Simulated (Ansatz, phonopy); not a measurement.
# Quasi-harmonic thermodynamics of MgS (Niningerite, Fm-3m), part 4 of 4

How much does MgS (Niningerite) expand with temperature?

What experiment has found for this phase:
- heat capacity C_P per formula unit 45.6 J/mol/K near room temperature (given in “High-Throughput Prediction of Finite-Temperature Properties using the Quasi-Harmonic Approximation”, 2016, arXiv:1603.06924)

Ansatz 0.2.0; DFT LDA, scalar-relativistic, plane waves, PAW (the session's first sound run).

So far, isothermal bulk modulus at 298 K (GPa): step 5 (phonons on strained cells, functional LDA, q-mesh 2×2×2) 77.0; step 6 (q-mesh 4×4×4) 76.8.

### Step 8. The quasi-harmonic study, q-mesh 4×4×4 (run 2)

Level of this step: DFT PBE, scalar-relativistic, plane waves, PAW (Ansatz).

Thermal expansion follows from how the free energy of the vibrations (and of the electrons in a metal) changes with strain, so the program makes strained cells, their phonons and a fit in one run.

Contents of input.yaml:

```yaml
crystal:
  lattice:
    - [0.0, 2.6148822043, 2.6148822043]
    - [2.6148822043, 0.0, 2.6148822043]
    - [2.6148822043, 2.6148822043, 0.0]
  atoms:
    - { symbol: Mg, position: [0.0, 0.0, 0.0] }
    - { symbol: S, position: [0.5, 0.5, 0.5] }
kpoints:
  mp_grid: { grid: [8, 8, 8] }
hamiltonian:
  xc: pbe
scf:
  occupations: { method: fixed }
output:
  eigenvalues: true
phonons:
  method: dfpt
  qmesh: [4, 4, 4]
  temperatures: { t_max: 800.0, t_step: 50 }
  thermal_expansion: {}
```

Command:

```console
$ ansatz run input.yaml --threads 4 --pin off --max-ram 16384MiB --backend cpu --events-out ev --progress --plain --runs-dir out
```

Numbers of over 12 decimals in the logs are rounded to 6 here.

Output:

```text
[...]
Crystal: 2 atoms, lattice volume = 35.759 Å³
Basis set: ecut = 487.2 eV, 893 PW (Γ), exchange–correlation on 54×54×54 points (8 copies of the dense FFT grid, shifted against one another)
Bands: 12, of which v1, the nominal top of the filled ones, is band 8 counted from 1 (7 counted from 0)
Symmetry: 48 space group operations
[...]
vibrations' free energy: its fit leaves 0.0009 meV an atom at the most
  the electrons' free energy at temperature is not in it: every band gap is over 0.83 eV
  free energies summed between the sampled wave vectors
[...]
the FFT grids of the static calculations differ: 27 × 27 × 27, 30 × 30 × 30
  band gaps on the cells' k-points are 2.559 to 2.820 eV
[key lines of the parts left out:]
SCF converged after 9 iterations
Free energy (F): -2828.749041 eV
Fermi energy:    6.214374 eV
P = ⅓ Tr σ = 0.0000 GPa (0.000 kbar)
```

Wall time 4 min (4 threads of Intel Xeon Platinum 8488C (Sapphire Rapids), shared host); peak memory 0.97 GiB.

Changing the level of theory (LDA → PBE) takes the volume expansion at 298 K from 47.4 to 56.2 × 10⁻⁶/K and B_T from 76.8 to 67.0 GPa.

### Step 9. Comparing the runs

Times are for 4 threads of Intel Xeon Platinum 8488C (Sapphire Rapids), shared host. The runs compared:

```
no.  functional  cutoff (eV)  k-mesh  q-mesh  method  pressure (GPa)  volume expansion coefficient at 298 K (1e-6/K)  C_P at 298 K (J/mol-atom/K)  isothermal bulk modulus at 298 K (GPa)   time  memory (GiB)
  1         lda        487.2   8×8×8   2×2×2    dfpt               0                                           46.25                        23.01                                   76.98   36 s          0.60
  2         lda        487.2   8×8×8   4×4×4    dfpt               0                                           47.36                        23.04                                   76.85  3 min          0.93
  3         pbe        487.2   8×8×8   4×4×4    dfpt               0                                           56.24                        23.49                                   66.97  4 min          0.97
```

The runs together, line volume. Table of expansion coefficient, volume by temperature; values in 1e-6/K:

```
temperature (K)  lda, 487.2, 8×8×8, 2×2×2, dfpt, 0  lda, 487.2, 8×8×8, 4×4×4, dfpt, 0  pbe, 487.2, 8×8×8, 4×4×4, dfpt, 0
              0                                  0                                  0                                  0
             50                               4.23                               4.29                               6.37
            100                               20.6                               21.2                               27.4
            150                               32.5                               33.4                               40.8
            200                               39.3                               40.3                               48.3
            250                               43.5                               44.5                               53.0
            298                               46.2                               47.4                               56.2
            300                               46.3                               47.5                               56.4
            350                               48.5                               49.7                               59.1
            400                               50.3                               51.5                               61.6
            450                               51.9                               53.2                               63.9
            500                               53.4                               54.8                               66.3
            550                               54.9                               56.3                               68.7
            600                               56.3                               57.8                               71.2
            650                               57.7                               59.3                               73.9
            700                               59.2                               60.9                               76.9
            750                               60.7                               62.5                               80.1
            800                               62.3                               64.2                               83.7
```

The runs together, line C_P. The heat capacity, C_P by temperature; values in J/mol-atom/K:

```
temperature (K)  lda, 487.2, 8×8×8, 2×2×2, dfpt, 0  lda, 487.2, 8×8×8, 4×4×4, dfpt, 0  pbe, 487.2, 8×8×8, 4×4×4, dfpt, 0
              0                                  0                                  0                                  0
             50                               3.07                               2.87                               3.35
            100                               11.6                               11.5                               12.5
            150                               17.2                               17.1                               18.0
            200                               20.2                               20.2                               20.8
            250                               21.9                               22.0                               22.5
            298                               23.0                               23.0                               23.5
            300                               23.0                               23.1                               23.5
            350                               23.8                               23.8                               24.3
            400                               24.4                               24.4                               24.8
            450                               24.8                               24.8                               25.3
            500                               25.1                               25.2                               25.7
            550                               25.5                               25.5                               26.1
            600                               25.7                               25.8                               26.4
            650                               26.0                               26.1                               26.8
            700                               26.3                               26.3                               27.1
            750                               26.5                               26.6                               27.5
            800                               26.8                               26.9                               28.0
```

### Step 10. Quasi-harmonic fit by phonopy

This step: DFT PBE, scalar-relativistic, plane waves, PAW (phonopy 4.10.0).

Numbers from this step:

| Item | Value |
| --- | --- |
| volume expansion coefficient at 300 K | 56.22 1e-6/K |
| isothermal bulk modulus at 300 K | 66.95 GPa |
| C_P at 300 K | 23.58 J/mol-atom/K |
| Grüneisen parameter at 300 K | 1.81 |

Energy (each curve on its own zero) against volume; values in meV/atom:

```
volume (Å³/atom)  static  F at 0 K  F at 300 K  F at 800 K
          17.883       0      2.33        5.08        12.6
          18.153    0.94       2.2        3.77        8.01
          18.481    4.41      4.39        4.46        4.58
          18.787    9.77      8.57        7.17        3.32
          19.098    17.1      14.8        11.8        3.73
```

Phonopy-qha, vinet fit of F(V) at each temperature. Qha vinet, by row:

```
T (K)  fitted volume (Å³/atom)  alpha_V (1e-6/K)  B_T (GPa)  C_P (J/mol-atom/K)  Grueneisen
  100                    18.05             25.96      71.41               11.97       1.623
  150                    18.09             39.83      70.45               17.85        1.72
  200                    18.13              47.8      69.35               20.86       1.767
  250                    18.17             52.72      68.18               22.54       1.792
  300                    18.22             56.22      66.95               23.58        1.81
  350                    18.27             59.04      65.68               24.31       1.826
  400                    18.33             61.55      64.35               24.86       1.842
  450                    18.39             63.92      62.98               25.32       1.858
  500                    18.45             66.29      61.56               25.71       1.875
  550                    18.51             68.72      60.09               26.09       1.893
  600                    18.57             71.27      58.57               26.44       1.912
  650                    18.64             73.99         57                26.8       1.932
  700                    18.71             76.93      55.37               27.17       1.954
  750                    18.79             80.15      53.69               27.56       1.977
```

The volume expansion coefficient by temperature; values in 1e-6/K:

```
temperature (K)  phonopy-qha, Vinet  Ansatz's own study
            100                26.0                27.4
            150                39.8                40.8
            200                47.8                48.3
            250                52.7                53.0
            300                56.2                56.4
            350                59.0                59.1
            400                61.5                61.6
            450                63.9                63.9
            500                66.3                66.3
            550                68.7                68.7
            600                71.3                71.2
            650                74.0                73.9
            700                76.9                76.9
            750                80.2                80.1
```

The fit gives a volume expansion of 56.2 × 10⁻⁶/K at 300 K, against 56.2 at 298 K from the study itself, whose static fit uses more cells.

### Step 11. What came out

```json
{"settings of these figures": "PBE, 487.2 eV, k 8×8×8, q 4×4×4", "volume expansion coefficient at 298 K": "56.24 1e-6/K", "C_P at 298 K": "23.49 J/mol-atom/K", "entropy at 298 K": "26.98 J/mol-atom/K", "isothermal bulk modulus at 298 K": "66.97 GPa", "Grüneisen parameter at 298 K": "1.812", "volume at 298 K": "18.22 Å³/atom", "principal linear expansion coefficients at 298 K": "18.75, 18.75, 18.75 1e-6/K"}
```

In words: Near room temperature MgS (Niningerite) expands by 56.2 × 10⁻⁶/K in volume by PBE, with C_P = 23.5 J/(mol K) per mole of atoms and B_T = 67.0 GPa. Between 298.15 and 800 K the bulk modulus falls by 23 % and the Grüneisen parameter grows; in this range the quasi-harmonic approximation, which lacks anharmonicity at fixed volume, tends to overshoot. C_P at room temperature is 94 % of the classical 3R an atom; C_V is 91 %, and the rest is expansion work. A measured heat capacity per formula unit near room temperature is 45.6 J/mol/K (arXiv:1603.06924); the calculated 47.0 J/mol/K differs by +3 %. The levels of theory differ by up to 8.9 × 10⁻⁶/K in the volume expansion at 298 K.

[Logs are printed without paths, hosts, clocks, repeated set-up lines and the standing remarks that a program may print on its own settings, such as how far it seeks lower states.]

[Hosts, paths, dates, database ids (printed as entryN), source tags and the programs' standing remarks are cut or masked in the printed files.]

[A step with changed settings may run another functional than the one named; its input shows which.]
